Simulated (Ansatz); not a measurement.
## Atom list for Li(110)/SiO2(001) interface (160 atoms)

The starting structure: Bcc Li(110), 2 repeat layers, 20 surface cells, strained -0.86 and +1.53 %; rutile SiO2(001), 2 layers, 10 cells, +0.00 and +0.00 %; outer planes 2.29 Å apart, 12 Å of vacuum above; not relaxed, displaced by a Gaussian of 0.02 Å.

Calculated values (Ansatz 0.2.0, Kohn-Sham DFT, RPBE, PAW (set soft_2), plane waves; cutoff 420 eV, Γ point, gaussian smearing of 0.025 eV) for step 2 of a relaxation.

Extended XYZ; positions in Å, forces in eV/Å:

```xyz
160
Lattice="15.068 0.000 0.000 -2.318 11.590 0.000 0.000 0.000 20.763" Properties=species:S:1:pos:R:3:forces:R:3 pbc="T T T"
Li -0.211 8.710 5.978 -0.050 -0.002 0.019
Li 0.864 7.317 8.446 0.365 0.227 -0.205
Li 2.820 8.742 6.035 0.016 -0.038 0.127
Li 3.800 7.252 8.705 0.077 0.022 1.303
Li 5.796 8.691 6.049 -0.006 0.031 0.103
Li 6.920 7.199 8.433 0.405 -0.199 -0.165
Li 8.842 8.698 6.009 -0.003 0.001 0.026
Li 9.883 7.276 8.632 0.112 0.309 0.744
Li 11.813 8.719 6.076 0.045 -0.009 0.165
Li 12.885 7.212 8.608 0.243 -0.272 0.838
Li -1.144 5.800 6.008 -0.034 0.001 0.096
Li -0.123 4.348 8.645 -0.074 -0.123 1.012
Li 1.856 5.806 6.007 0.021 0.025 0.051
Li 2.808 4.359 8.514 -0.451 0.017 0.495
Li 4.861 5.820 6.016 -0.023 -0.006 0.140
Li 5.896 4.340 8.635 -0.002 -0.031 0.958
Li 7.890 5.812 6.005 0.017 -0.038 0.008
Li 8.859 4.340 8.594 -0.318 -0.120 0.700
Li 10.904 5.812 6.006 0.000 -0.005 0.142
Li 11.918 4.333 8.615 -0.283 0.078 0.809
Li 0.917 2.885 5.997 0.006 0.024 0.012
Li 2.018 1.516 8.455 0.374 0.267 -0.299
Li 3.963 2.894 6.008 0.029 0.001 0.114
Li 4.974 1.425 8.658 0.118 0.052 1.309
Li 6.963 2.908 6.027 -0.040 -0.008 0.126
Li 8.058 1.396 8.457 0.459 -0.206 -0.414
Li 9.978 2.871 5.975 0.033 0.044 0.049
Li 11.003 1.452 8.638 0.138 0.379 0.759
Li 12.982 2.924 6.036 -0.004 -0.029 0.177
Li 14.027 1.413 8.619 0.213 -0.268 0.847
Li 15.048 0.020 6.019 -0.006 -0.030 0.076
Li -1.294 10.170 8.653 -0.069 -0.102 1.012
Li 3.017 0.028 6.011 0.008 0.008 0.053
Li 1.603 10.149 8.573 -0.437 0.030 0.557
Li 6.029 0.018 6.027 -0.030 0.033 0.094
Li 4.746 10.149 8.607 -0.066 -0.011 0.979
Li 9.028 0.012 5.989 -0.003 -0.047 0.012
Li 7.724 10.122 8.556 -0.329 -0.090 0.666
Li 12.030 0.002 6.024 0.016 0.040 0.140
Li 10.731 10.153 8.622 -0.254 0.150 0.820
Si 12.115 8.953 10.829 0.403 -0.257 1.038
Si 9.235 8.390 12.042 -0.201 -0.543 -2.121
O 10.390 8.594 10.695 1.163 0.334 -1.584
O 8.066 8.151 10.672 -1.405 -0.321 -1.492
O 9.573 6.586 12.123 0.166 1.065 -0.606
O 8.867 10.150 12.124 0.424 -1.008 -0.908
Si 12.128 8.947 13.454 0.277 -0.328 2.514
Si 9.239 8.377 14.647 -0.255 -0.504 -3.186
O 10.364 8.596 13.370 1.140 0.302 0.791
O 8.111 8.138 13.351 -0.969 0.055 1.245
O 9.569 6.645 14.822 -0.393 2.831 1.523
O 8.885 10.096 14.832 0.643 -2.722 1.274
Si 13.288 3.154 10.787 0.046 0.164 1.955
Si 10.380 2.598 12.019 0.187 -0.437 -1.796
O 11.523 2.815 10.645 1.662 0.188 -1.101
O 9.238 2.354 10.669 -1.329 -0.404 -1.301
O 10.765 0.797 12.124 -0.261 1.153 -0.901
O 10.039 4.345 12.134 0.300 -0.681 -1.217
Si 13.283 3.143 13.487 -0.049 0.386 1.556
Si 10.375 2.579 14.639 0.088 -0.377 -3.483
O 11.525 2.790 13.373 0.538 0.049 0.676
O 9.251 2.338 13.353 -0.617 -0.134 1.037
O 10.735 0.836 14.833 -0.513 2.919 1.357
O 10.048 4.292 14.793 0.618 -2.866 1.857
Si 8.644 11.272 10.814 0.325 0.077 1.230
Si 5.759 10.719 11.993 -0.022 -0.627 -1.196
O 6.911 10.925 10.675 1.342 0.156 -1.358
O 4.588 10.466 10.679 -0.857 -0.314 -1.443
O 6.106 8.917 12.136 -0.228 1.088 -0.889
O 7.724 0.864 12.114 0.118 -0.727 -0.863
Si 8.678 11.270 13.469 -0.521 0.059 2.051
Si 5.755 10.688 14.628 0.051 -0.026 -3.410
O 6.900 10.915 13.364 0.302 0.095 0.850
O 4.605 10.470 13.366 0.050 0.025 0.798
O 6.083 8.935 14.811 -0.557 3.449 1.764
O 7.734 0.856 14.807 0.628 -3.447 1.739
Si 6.346 7.814 10.842 -0.434 -0.153 2.274
Si 3.452 7.201 12.023 -0.361 0.433 -1.743
O 4.589 7.440 10.665 1.726 0.390 -1.445
O 2.307 6.990 10.652 -1.984 -0.549 -1.542
O 3.786 5.458 12.133 0.034 0.135 -1.085
O 3.086 8.976 12.122 0.123 -0.330 -0.801
Si 6.316 7.799 13.508 0.580 -0.572 1.153
Si 3.454 7.188 14.642 -0.440 0.612 -3.200
O 4.572 7.445 13.355 0.463 0.063 1.213
O 2.300 6.972 13.371 -0.202 0.125 0.781
O 3.788 5.487 14.829 -0.508 2.485 1.323
O 3.076 8.950 14.855 0.823 -3.189 1.241
Si 9.817 5.496 10.817 -0.086 -0.149 1.486
Si 6.920 4.903 11.998 0.152 -0.262 -0.915
O 8.066 5.143 10.691 1.714 0.095 -1.712
O 5.782 4.659 10.658 -1.882 -0.300 -1.397
O 7.274 3.133 12.135 -0.049 0.064 -1.179
O 6.556 6.655 12.141 0.062 -0.255 -1.145
Si 9.812 5.428 13.482 -0.339 1.062 1.773
Si 6.909 4.872 14.639 0.368 0.400 -2.945
O 8.056 5.121 13.383 0.561 0.004 0.584
O 5.796 4.667 13.376 -1.373 -0.290 0.528
O 7.253 3.178 14.869 -0.482 2.542 1.163
O 6.576 6.622 14.823 0.456 -2.859 1.486
Si 7.511 1.981 10.791 -0.728 1.034 2.383
Si 4.590 1.419 11.998 0.321 0.120 -1.538
O 5.752 1.656 10.701 1.167 0.263 -1.505
O 3.441 1.203 10.678 -1.551 -0.256 -1.627
O 2.643 11.249 12.114 -0.316 0.467 -0.694
O 4.256 3.228 12.131 0.161 -1.567 -0.845
Si 7.470 1.954 13.475 0.536 1.264 1.527
Si 4.587 1.416 14.630 0.150 -0.011 -3.105
O 5.753 1.649 13.378 -0.373 -0.018 0.690
O 3.466 1.200 13.342 -0.416 -0.088 1.102
O 2.629 11.261 14.811 -0.775 3.530 1.721
O 4.237 3.133 14.861 0.540 -2.781 1.042
Si 2.887 10.115 10.807 -0.275 -0.351 2.205
Si -0.034 9.536 12.008 0.162 -0.257 -1.797
O 1.109 9.736 10.674 1.871 0.530 -1.701
O -1.189 9.312 10.662 -1.821 -0.367 -1.358
O 0.320 7.721 12.107 -0.213 1.684 -0.248
O -0.379 11.303 12.105 0.131 -1.064 -0.331
Si 2.862 10.143 13.504 -0.103 -1.031 0.812
Si -0.035 9.535 14.623 -0.066 -0.206 -2.938
O 1.106 9.733 13.365 0.515 0.345 0.471
O -1.168 9.303 13.339 -0.657 -0.312 0.952
O 0.315 7.800 14.838 -0.720 3.010 1.239
O -0.376 11.264 14.806 0.613 -2.869 1.323
Si 0.534 6.598 10.857 0.112 -0.051 1.123
Si 12.682 6.044 12.017 0.676 -0.148 -1.765
O -1.194 6.310 10.657 1.178 -0.001 -1.276
O 11.558 5.825 10.668 -1.221 -0.407 -1.277
O 13.039 4.277 12.143 0.125 0.501 -1.588
O 12.332 7.791 12.104 0.321 -0.051 -0.556
Si 0.551 6.634 13.484 -0.233 0.272 1.982
Si 12.712 6.060 14.618 0.589 -0.247 -2.404
O -1.219 6.278 13.359 0.771 0.114 0.565
O 11.595 5.842 13.380 -1.769 -0.496 0.344
O 13.061 4.306 14.816 -0.615 3.027 1.508
O 12.400 7.758 14.840 0.313 -2.278 1.046
Si 4.022 4.311 10.801 0.610 0.480 2.173
Si 1.128 3.752 12.018 -0.264 -0.652 -2.080
O 2.309 3.973 10.639 1.185 0.234 -1.252
O -0.004 3.516 10.661 -1.566 -0.123 -1.020
O 1.470 1.945 12.138 -0.150 1.481 -1.469
O 0.780 5.497 12.136 0.215 -1.163 -0.962
Si 4.016 4.300 13.490 0.436 0.549 1.608
Si 1.128 3.726 14.616 -0.465 0.155 -2.654
O 2.252 3.945 13.363 1.044 0.210 0.580
O -0.022 3.492 13.368 -0.282 0.075 0.654
O 1.466 1.992 14.822 -0.552 3.104 1.495
O 0.790 5.478 14.782 0.600 -3.414 1.865
Si 1.680 0.803 10.820 0.125 0.149 1.605
Si 13.857 0.274 12.028 0.502 -0.049 -2.394
O -0.043 0.498 10.666 0.933 0.213 -1.105
O 12.730 0.025 10.655 -1.308 -0.374 -1.061
O 11.923 10.056 12.121 -0.414 1.357 -0.677
O 13.536 2.033 12.133 -0.217 -0.573 -1.363
Si 1.695 0.862 13.464 0.134 -0.617 2.037
Si 13.878 0.269 14.640 0.272 -0.515 -3.222
O -0.054 0.494 13.360 0.363 -0.246 0.861
O 12.753 0.016 13.347 -0.823 -0.245 1.258
O 11.922 10.096 14.841 -0.719 3.090 1.121
O 13.526 1.960 14.797 0.508 -2.711 1.774
```

Only the Γ point is sampled, in a cell whose shortest periodic width is 12 Å.

The r.m.s. force component is 1.12 eV/Å; the longest force, 4.00 eV/Å, acts on O111. The energy lies 145.8 meV/atom below that of the first step of this run.

[Logs are printed without paths, hosts, clocks, repeated set-up lines and the standing remarks that a program may print on its own settings, such as how far it seeks lower states.]

[Hosts, paths, dates, database ids (printed as entryN), source tags and the programs' standing remarks are cut or masked in the printed files.]
